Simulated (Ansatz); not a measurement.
# TiH (Fm-3m): the cell at rest

Wanted: the relaxed cell of TiH (Fm-3m).

Calculated with Ansatz 0.2.0; DFT LDA, scalar-relativistic, plane waves, PAW.

### 1. The starting structure

The structure is cubic, space group Fm-3m (No. 225). Conventional cell: a = 4.179 Å, b = 4.179 Å, c = 4.179 Å, α = 90.00°, β = 90.00°, γ = 90.00°. Ti has 6 H at 2.09 Å nearest. Nearest to H lie 6 Ti at 2.09 Å. Farther neighbours are not listed.

### 2. A coarse first look

First a cheap look: the gap decides the mesh and the occupations, the pressure tells how far the cell has to move.

input.yaml

```yaml
crystal:
  lattice:
    - [0.0, 2.08969722, 2.08969722]
    - [2.08969722, 0.0, 2.08969722]
    - [2.08969722, 2.08969722, 0.0]
  atoms:
    - { symbol: Ti, position: [0.0, 0.0, 0.0] }
    - { symbol: H, position: [0.5, 0.5, 0.5] }
kpoints:
  mp_grid: { grid: [8, 8, 8] }
hamiltonian:
  xc: lda
scf:
  occupations: { method: gaussian, width: 0.1 }
output:
  forces: true
  stress: true
  eigenvalues: true
```

The run is started by

```console
$ ansatz run input.yaml --threads 4 --pin off --max-ram 7168MiB --backend cpu --events-out ev --progress --plain --runs-dir out
```

Numbers of over 12 decimals in the logs are rounded to 6 here.

Output:

```text
Engine: ansatz 0.2.0, aarch64-unknown-linux-gnu
Pseudopotentials: kind: paw
Pseudopotential: Ti, paw, valence charge 12, recommended cutoff 420 eV (normal), Ti.paw.azcp
Pseudopotential: H, paw, valence charge 1, recommended cutoff 420 eV (normal), H.paw.azcp
Functional definition: SPW92
  exchange = slater_x
  correlation = pw_c
Crystal: 2 atoms, lattice volume = 18.251 Å³
Basis set: ecut = 420 eV, 339 PW (Γ)
[...]
--- Band table (eV; the first three rows and the last of 29) ---
  k-point 0: bands = [... 3 lower, -19.0160, 3.9763, 14.0241, 14.0241, 14.0241, 15.4649, 15.4649, 24.1251]
  k-point 1: bands = [... 3 lower, -19.0274, 4.4105, 13.6956, 14.1679, 14.1679, 15.3450, 15.3450, 22.6233]
  k-point 2: bands = [... 3 lower, -19.0549, 5.6018, 12.7805, 14.1305, 14.1305, 15.5525, 15.5525, 20.7542]
  k-point 28: bands = [... 3 lower, -19.2504, 7.4150, 12.6164, 12.6164, 14.8038, 16.9894, 19.3599, 20.5600]
[key lines of the parts left out:]
SCF converged after 6 iterations
Free energy (F): -2466.760270 eV
Fermi energy:    13.350438 eV
P = ⅓ Tr σ = -7.4896 GPa (-74.896 kbar)
```

Elapsed: 0.26 s, on 4 threads of Arm Neoverse V2, shared host; peak memory 0.25 GiB.

This step gave:

```
pressure          : -7.490 GPa
volume per atom   : 9.125 Å³
gap on the k-mesh : 0 eV
```

The coarse mesh shows no gap and a pressure of -7.5 GPa.

### 3. Relaxation

The cell and atoms are relaxed, since residual forces and stress would shift the frequencies.

input.yaml, the sections that differ from step 2:

```yaml
kpoints:
  mp_grid: { grid: [16, 16, 16] }
output:
  forces: true
  stress: true
  eigenvalues: true
  write_density: true
  write_potential: true
  elf: true
  volumetric_format: npy
relax:
  adjacent_minimum: "off"
  f_tol: 0.005
  max_steps: 80
  cell: { stress_tol: 0.05 }
# crystal, hamiltonian, scf: as in step 2
```

Output:

```text
[...]
Crystal: 2 atoms, lattice volume = 18.251 Å³
Basis set: ecut = 420 eV, 339 PW (Γ)
Bands: 11, of which v1, the nominal top of the filled ones, is band 7 counted from 1 (6 counted from 0)
Symmetry: 48 space group operations
[...]
k-points: 145 of 4096
[...]
SCF iter   1: F=—  HF=-2466.762438 eV  |F-HF|=—  |Δ(HF+E_count)|=         —  Δρ=1.01e-2  dr2=1.38e-2  ethr=1.77e-3  ⟨swp⟩=4.3  Hψ=8115  notcnv=0
[...]
SCF iter   6: F=-2466.756712 eV  HF=-2466.756712 eV  |F-HF|=4.96e-11  |Δ(HF+E_count)|=  6.23e-10  Δρ=2.10e-6  dr2=3.80e-10  ethr=9.14e-11  ⟨swp⟩=4.7  Hψ=7313  notcnv=0
SCF 1 converged in 6 iterations: F = -2466.756712 eV  dr2 = 3.80e-10
[...]
relax step   1: F+E_penalty+E_count = -2466.75671197 eV  Δ(F+E_penalty+E_count) = +0.000e0 eV  max|allowed force component| = 7.642e-31 eV/Å  Δτ_max = 0.0000 Å  P = -7.967 GPa  Ω = 18.251 Å³  (6 SCF iters, dr2 threshold 1.00e-7 eV, accepted)
Crystal: 2 atoms, lattice volume = 16.396 Å³
Basis set: ecut = 420 eV, 331 PW (Γ)
[...]
iter 1 solved again at ethr=1.21e-4 eV; its pass at ethr=3.10e-3 eV (dr2=1.58e-2 eV) is discarded
[...]
SCF iter   5: F=-2466.759249 eV  HF=-2466.759249 eV  |F-HF|=2.00e-8  |Δ(HF+E_count)|=   8.21e-6  Δρ=2.54e-5  dr2=5.29e-8  ethr=1.54e-9  ⟨swp⟩=5.9  Hψ=9382  notcnv=0
SCF 2 converged in 5 iterations: F = -2466.759249 eV  dr2 = 5.29e-8
relax step   2: F+E_penalty+E_count = -2466.75924895 eV  Δ(F+E_penalty+E_count) = -2.537e-3 eV  max|allowed force component| = 1.676e-30 eV/Å  Δτ_max = 0.0000 Å  P = +9.268 GPa  Ω = 16.396 Å³  energy of the carried Pulay correction = +1.662e-3 eV  (5 SCF iters, dr2 threshold 2.00e-7 eV, accepted)
Crystal: 2 atoms, lattice volume = 17.344 Å³
[...]
SCF iter   5: F=-2466.782669 eV  HF=-2466.782669 eV  |F-HF|=4.16e-9  |Δ(HF+E_count)|=   2.79e-6  Δρ=1.47e-5  dr2=2.09e-8  ethr=1.54e-9  ⟨swp⟩=5.3  Hψ=8190  notcnv=0
SCF 3 converged in 5 iterations: F = -2466.782669 eV  dr2 = 2.09e-8
relax step   3: F+E_penalty+E_count = -2466.78266919 eV  Δ(F+E_penalty+E_count) = -2.342e-2 eV  max|allowed force component| = 4.273e-31 eV/Å  Δτ_max = 0.0000 Å  P = -0.625 GPa  Ω = 17.344 Å³  energy of the carried Pulay correction = +7.910e-4 eV  (5 SCF iters, dr2 threshold 2.00e-7 eV, accepted)
[...]
relax step   4: F+E_penalty+E_count = -2466.78285749 eV  Δ(F+E_penalty+E_count) = -1.883e-4 eV  max|allowed force component| = 1.709e-30 eV/Å  Δτ_max = 0.0000 Å  P = -0.042 GPa  Ω = 17.281 Å³  energy of the carried Pulay correction = +8.475e-4 eV  (4 SCF iters, dr2 threshold 2.00e-7 eV, accepted)
[...]
relax step   5: F+E_penalty+E_count = -2466.78216839 eV  Δ(F+E_penalty+E_count) = +6.891e-4 eV  max|allowed force component| = 2.104e-30 eV/Å  Δτ_max = 0.0000 Å  P = -0.084 GPa  Ω = 17.281 Å³  stress off target by 8.36e-2 GPa  SCF on the basis re-selected at this cell (its energy is not comparable with the rows above)  (5 SCF iters)
[...]
relax step   6: F+E_penalty+E_count = -2466.78217864 eV  Δ(F+E_penalty+E_count) = -1.025e-5 eV  max|allowed force component| = 4.889e-31 eV/Å  Δτ_max = 0.0000 Å  P = +0.000 GPa  Ω = 17.272 Å³  energy of the carried Pulay correction = +7.904e-6 eV  (3 SCF iters, dr2 threshold 1.75e-8 eV, accepted)
[...]
SCF iter   4: F=-2466.782170 eV  HF=-2466.782170 eV  |F-HF|=2.73e-12  |Δ(HF+E_count)|=  1.31e-10  Δρ=2.05e-7  dr2=7.11e-12  ethr=1.00e-12  ⟨swp⟩=3.5  Hψ=6453  notcnv=0
SCF 7 converged in 4 iterations: F = -2466.782170 eV  dr2 = 7.11e-12
relax step   7: F+E_penalty+E_count = -2466.78217015 eV  Δ(F+E_penalty+E_count) = +8.486e-6 eV  max|allowed force component| = 3.369e-31 eV/Å  Δτ_max = 0.0000 Å  P = -0.000 GPa  Ω = 17.272 Å³  stress off target by 3.50e-5 GPa  SCF on the basis re-selected at this cell (its energy is not comparable with the rows above)  (4 SCF iters)
[...]
SCF converged after 4 iterations
Free energy (F): -2466.782170 eV
[...]
Internal energy: -2466.773491 eV  (E = F + TS)
E sigma→0 (E₀):  -2466.777831 eV
Entropy (-TS):   -0.008679 eV (-4.339 meV/atom)
Fermi energy:    14.259691 eV
[...]
--- Stress (GPa, compression-positive) ---
       -0.000035       0.000000       0.000000
        0.000000      -0.000035      -0.000000
        0.000000       0.000000      -0.000035
  P = ⅓ Tr σ = -0.0000 GPa (-0.000 kbar)
--- Band table (eV; the first three rows and the last of 145) ---
  k-point 0: bands = [... 3 lower, -17.9479, 4.6190, 14.9539, 14.9539, 14.9539, 16.5172, 16.5172, 25.5568]
  k-point 1: bands = [... 3 lower, -17.9514, 4.7356, 14.8628, 15.0007, 15.0007, 16.4731, 16.4731, 25.0340]
  k-point 2: bands = [... 3 lower, -17.9615, 5.0769, 14.5990, 15.1087, 15.1087, 16.3842, 16.3842, 23.9468]
  k-point 144: bands = [... 3 lower, -18.2295, 8.0565, 13.4847, 13.4847, 15.7994, 18.1657, 20.6877, 21.9151]
--- Relaxed structure (5 steps of the walk, 5 accepted, 2 SCFs on fresh bases) ---
  F+E_penalty+E_count = -2466.78217015 eV   max|allowed force component| = 3.369e-31 eV/Å   (the final SCF, on the basis selected at the relaxed cell)
  cell:  # Å, volume = 17.2718 Å³
    - [0, 2.051646, 2.051646]
    - [2.051646, 0, 2.051646]
    - [2.051646, 2.051646, 0]
  atoms:
    - { symbol: Ti, position: [0, 0, 0] }
    - { symbol: H, position: [0.5, 0.5, 0.5] }
```

Wall time 3.5 s (4 threads); peak memory 0.32 GiB.

Relaxation path:

| step | energy less that of the first step (eV) | largest force component (eV/Å) | pressure (GPa) | volume (Å³) |
| --- | --- | --- | --- | --- |
| 1 | 0.0000 | 0.0000 | -7.97 | 18.25 |
| 2 | -0.0025 | 0.0000 | 9.27 | 16.40 |
| 3 | -0.0260 | 0.0000 | -0.63 | 17.34 |
| 4 | -0.0261 | 0.0000 | -0.04 | 17.28 |
| 5* | -0.0255 | 0.0000 | -0.08 | 17.28 |
| 6 | -0.0255 | 0.0000 | 0.00 | 17.27 |
| 7* | -0.0255 | 0.0000 | 0.00 | 17.27 |

Relaxation steps marked * repeat the geometry before them on a plane-wave basis chosen anew for their cell, so energy and pressure can jump there.

The run keeps the 48 symmetry operations that it works with, so distortions that break them were not tested.

```csv
"conventional cell, symmetrised",before,after,change
a (Å),4.179,4.103,-1.8 %
b (Å),4.179,4.103,-1.8 %
c (Å),4.179,4.103,-1.8 %
volume (Å³/atom),9.13,8.64,-5.4 %
```

The relaxed structure:

```xyz
2
Lattice="0.0000 2.0516 2.0516 2.0516 0.0000 2.0516 2.0516 2.0516 0.0000" Properties=species:S:1:pos:R:3 pbc="T T T"
Ti    0.0000    0.0000    0.0000
H     2.0516    2.0516    2.0516
```

Numbers from this step:

- pressure: -3.50e-5 GPa
- volume per atom: 8.636 Å³

ELF in the ac plane of the conventional cell at fractional y = 0.000, with atoms of Ti and H within 0.2 Å of it. It is the smooth field of the valence electrons, not physical close to the nuclei.

Ten even steps from '_' (0.10) to '@' (0.99), each cell a mean:
```
..==--__..##@@@@%%==__..==::
==++::__..++####**--__..====
....____..............__....
____....____________....____
++==::..__::------..__..--==
@@%%==__..++==--++--__..**%%
@@@@++__..==..__----__..##@@
@@%%==__..==::..==--__..##@@
##**--__..======++::__..++##
........__........____......
______....________....______
----..__..--==++==::..__::--
--++--__..**%%@@%%==__..++==
__----__..##@@@@@@++__..==..
```
Columns run along a (4.1 Å), rows up along c (4.1 Å), edges of the conventional cell, whose origin can differ from the input's. Atoms in or near the plane, at fractional coordinates: Ti at (0.00, 0.00), Ti at (0.50, 0.50), H at (0.50, 0.00), H at (0.00, 0.50).

Electrostatic potential energy in the ac plane of the conventional cell at fractional y = 0.000, with atoms of Ti and H within 0.2 Å of it. With pseudopotentials it is smooth inside the atoms' cores, unlike the true potential.

Values in eV, 14 rows by 14 columns, each cell a mean:
```
-25 -23 -14   2  11  10 -10 -18   2  12   8  -6 -19 -24
-21 -17  -6   7  13  13  10   8  12  13  11   2 -12 -19
 -8  -3   6  12  13  13  11  11  12  13  13  10   2  -6
  8  10  12  13  12   7   2   0   4  10  12  13  11   8
 11  12  13  12   6  -6 -14 -16 -11   0  10  13  13  12
 -4   8  12  10  -3 -17 -23 -24 -21 -11   4  12  12   2
-25  -4  11   8  -8 -21 -25 -25 -24 -16   0  11   8 -18
-18   2  12   8  -6 -19 -24 -25 -23 -14   2  11  10 -10
  8  12  13  11   2 -12 -19 -21 -17  -6   7  13  13  10
 11  12  13  13  10   2  -6  -8  -3   6  12  13  13  11
  0   4  10  12  13  11   8   8  10  12  13  12   7   2
-16 -11   0  10  13  13  12  11  12  13  12   6  -6 -14
-24 -21 -11   4  12  12   2  -4   8  12  10  -3 -17 -23
-25 -24 -16   0  11   8 -18 -25  -4  11   8  -8 -21 -25
```
Columns run along a (4.1 Å; values clipped at the 3rd and 97th percentile), rows up along c (4.1 Å), edges of the conventional cell, whose origin can differ from the input's. Atoms in or near the plane, at fractional coordinates: Ti at (0.00, 0.00), Ti at (0.50, 0.50), H at (0.50, 0.00), H at (0.00, 0.50).

Valence density in the ac plane of the conventional cell at fractional y = 0.000, with atoms of Ti and H within 0.2 Å of it. It is the smooth field of the valence electrons, not physical close to the nuclei.

Ten even steps from '_' (0.21 × 1e0 e/Å³) to '@' (9.95 × 1e0 e/Å³), each cell a mean:
```
@@**::__________________--%%
==::____________________..--
____________________________
____________________________
____________::::..__________
__________::**##==..________
..________==@@@@##::________
__________--%%@@**::________
__________..--==::__________
____________________________
____________________________
::..______________________::
##==..__________________::**
@@##::________..________==@@
```
Columns run along a (4.1 Å), rows up along c (4.1 Å), edges of the conventional cell, whose origin can differ from the input's. Atoms in or near the plane, at fractional coordinates: Ti at (0.00, 0.00), Ti at (0.50, 0.50), H at (0.50, 0.00), H at (0.00, 0.50).

In this step the volume went from 9.13 to 8.64 Å³/atom.

### 4. Tight relaxation

Phonons need a cell at rest on their own settings, so the relaxation is repeated with tight tolerances on forces and stress on the k mesh and occupations of the first response run.

input.yaml, the sections that differ from step 3:

```yaml
crystal:
  lattice:
    - [0.0, 2.0516461151, 2.0516461151]
    - [2.0516461151, 0.0, 2.0516461151]
    - [2.0516461151, 2.0516461151, 0.0]
  atoms:
    - { symbol: Ti, position: [0.0, 0.0, 0.0] }
    - { symbol: H, position: [0.5, 0.5, 0.5] }
scf:
  occupations: { method: methfessel_paxton, width: 0.15 }
relax:
  adjacent_minimum: "off"
  f_tol: 0.001
  max_steps: 60
  cell: { stress_tol: 0.01 }
# kpoints, hamiltonian, output: as in step 3
```

Output:

```text
[...]
Crystal: 2 atoms, lattice volume = 17.272 Å³
Basis set: ecut = 420 eV, 331 PW (Γ)
Bands: 11, of which v1, the nominal top of the filled ones, is band 7 counted from 1 (6 counted from 0)
[... 1 set-up line as in the run before ...]
[...]
k-points: 145 of 4096
[...]
k-point 144: bands = [... 3 lower, -18.2299, 8.0572, 13.4857, 13.4857, 15.7998, 18.1660, 20.6883, 21.9170]
--- Relaxed structure (3 steps of the walk, 3 accepted, 1 SCFs on fresh bases) ---
[...]
cell:  # Å, volume = 17.2698 Å³
    - [0, 2.051566, 2.051566]
    - [2.051566, 0, 2.051566]
    - [2.051566, 2.051566, 0]
  atoms:
    - { symbol: Ti, position: [0, 0, 0] }
    - { symbol: H, position: [0.5, 0.5, 0.5] }
[key lines of the parts left out:]
SCF converged after 4 iterations
Free energy (F): -2466.777426 eV
Fermi energy:    14.258102 eV
P = ⅓ Tr σ = 0.0001 GPa (0.001 kbar)
```

Wall time 1.8 s (4 threads); peak memory 0.32 GiB.

Little changed from the start: no atom moved by 0.005 Å and no cell edge by 0.1 %.

Numbers from this step:

* pressure: 1.25e-4 GPa
* volume per atom: 8.635 Å³

Electrostatic potential energy in the ac plane of the conventional cell at fractional y = 0.000, with atoms of Ti and H within 0.2 Å of it. With pseudopotentials it is smooth inside the atoms' cores, unlike the true potential.

Ten even steps from '0' (-25 eV) to '9' (13 eV), each cell a mean:
```
00279941798510
12589998999731
45899999999975
89999876799998
99998522369999
58995200137997
05984100026981
17985100027994
89997311258999
99999754589999
67999988999987
23699999999852
01379975899520
00269810598410
```
Columns run along a (4.1 Å; values clipped at the 3rd and 97th percentile), rows up along c (4.1 Å), edges of the conventional cell, whose origin can differ from the input's. Atoms in or near the plane, at fractional coordinates: Ti at (0.00, 0.00), Ti at (0.50, 0.50), H at (0.50, 0.00), H at (0.00, 0.50).

Valence density in the ac plane of the conventional cell at fractional y = 0.000, with atoms of Ti and H within 0.2 Å of it. It is the smooth field of the valence electrons, not physical close to the nuclei.

Ten even steps from '_' (0.21 × 1e0 e/Å³) to '@' (9.95 × 1e0 e/Å³), each cell a mean:
```
@@**::__________________--%%
==::____________________..--
____________________________
____________________________
____________::::..__________
__________::**##==..________
..________==@@@@##::________
__________--%%@@**::________
__________..--==::__________
____________________________
____________________________
::..______________________::
##==..__________________::**
@@##::________..________==@@
```
Columns run along a (4.1 Å), rows up along c (4.1 Å), edges of the conventional cell, whose origin can differ from the input's. Atoms in or near the plane, at fractional coordinates: Ti at (0.00, 0.00), Ti at (0.50, 0.50), H at (0.50, 0.00), H at (0.00, 0.50).

ELF in the ac plane of the conventional cell at fractional y = 0.000, with atoms of Ti and H within 0.2 Å of it. It is the smooth field of the valence electrons, not physical close to the nuclei.

Ten even steps from '_' (0.10) to '@' (0.99), each cell a mean:
```
..==--__..##@@@@%%==__..==::
==++::__..++####**--__..====
....____..............__....
____....____________....____
++==::..__::------..__..--==
@@%%==__..++==--++--__..**%%
@@@@++__..==..__----__..##@@
@@%%==__..==::..==--__..##@@
##**--__..======++::__..++##
........__........____......
______....________....______
----..__..--==++==::..__::--
--++--__..**%%@@%%==__..++==
__----__..##@@@@@@++__..==..
```
Columns run along a (4.1 Å), rows up along c (4.1 Å), edges of the conventional cell, whose origin can differ from the input's. Atoms in or near the plane, at fractional coordinates: Ti at (0.00, 0.00), Ti at (0.50, 0.50), H at (0.50, 0.00), H at (0.00, 0.50).

The forces vanish by symmetry and the pressure is 0.000 GPa, within the tolerances set. The cell now holds 8.63 Å³/atom.

### 5. Outcome

```
space group after relaxation (within 0.01 Å) : Fm-3m
lattice constant a                           : 4.103 Å
lattice constant b                           : 4.103 Å
lattice constant c                           : 4.103 Å
volume per atom                              : 8.63 Å³
```

**Reading.** The forces vanish by symmetry and the pressure is 0.000 GPa, within the tolerances set. The cell now holds 8.63 Å³/atom. The relaxation keeps the symmetry of its start, so it says nothing on stability against lower symmetry. The runs are without spin polarisation, although the cell has an odd electron count.

[Logs are printed without paths, hosts, clocks, repeated set-up lines and the standing remarks that a program may print on its own settings, such as how far it seeks lower states.]

[Hosts, paths, dates, database ids (printed as entryN), source tags and the programs' standing remarks are cut or masked in the printed files.]
